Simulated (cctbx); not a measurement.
# Ta3Nb2Pb3C: precision against data quality

Space group P6_3/mcm (no. 193), a = 8.5380 Å, b = 8.5380 Å, c = 5.9920 Å, α = 90.00°, β = 90.00°, γ = 120.00°.

| atom | mult. | x | y | z | Ueq (Å²) |
| --- | --- | --- | --- | --- | --- |
| Pb1 | 6 | 0 | 0.3990 | 1/4 | 0.0081 |
| Ta1 | 6 | 0 | 0.7549 | 1/4 | 0.0111 |
| Nb1 | 4 | 2/3 | 1/3 | 1/2 | 0.0124 |
| C1 | 2 | 0 | 0 | 1/2 | 0.0208 |

The model was made for the exercise: a known structure type with other elements put in, its volume estimated, not relaxed; displacement parameters are assumed.

Five simulated data sets (cctbx; Ag Kα, λ = 0.56087 Å; 3 % proportional error) differ in resolution or exposure (noise floor 2 counts in the first three, 8 in the last two). Each is refined with the right model, isotropic at 1.1 Å and anisotropic otherwise. How do the figures of merit and the uncertainties move?

```csv
d min (Å),top counts,"⟨I/σ⟩ (unmerged, absences included)",unique,param. (scale apart),Rint,R1,GooF,largest s.u. xyz (fractional),s.u. U of C1 (Å²),largest error (Å)
1.1,20000,16.4,69,6,0.029,0.0084,1.74,0.00008,0.0071,0.0005
0.84,20000,15.7,142,12,0.030,0.0064,0.98,0.00003,0.0034,0.0002
0.6,20000,12.7,363,12,0.035,0.0071,1.07,0.00002,0.0019,0.0001
0.75,300,1.2,191,12,0.428,0.0475,0.85,0.00035,0.0203,0.0044
0.75,3000,5.9,191,12,0.080,0.0124,0.85,0.00006,0.0070,0.0004
```

GooF reaches 1.74 where the model lacks something that the data hold (anisotropy at the isotropic level, for one). The s.u. of U for C1 goes 0.0071, 0.0034, 0.0019 Å² with resolution and 0.0203, 0.0070 Å² with exposure.

The 1.1 Å row also differs in its displacement model, so it isn't a clean test of resolution.

Hardware for the 0.6 Å refinement: 0.5 s on 1 thread of Arm Neoverse N1, with other jobs on the host, peak memory 0.09 GiB.

[Logs are printed without paths, hosts, clocks, repeated set-up lines and the standing remarks that a program may print on its own settings, such as how far it seeks lower states.]
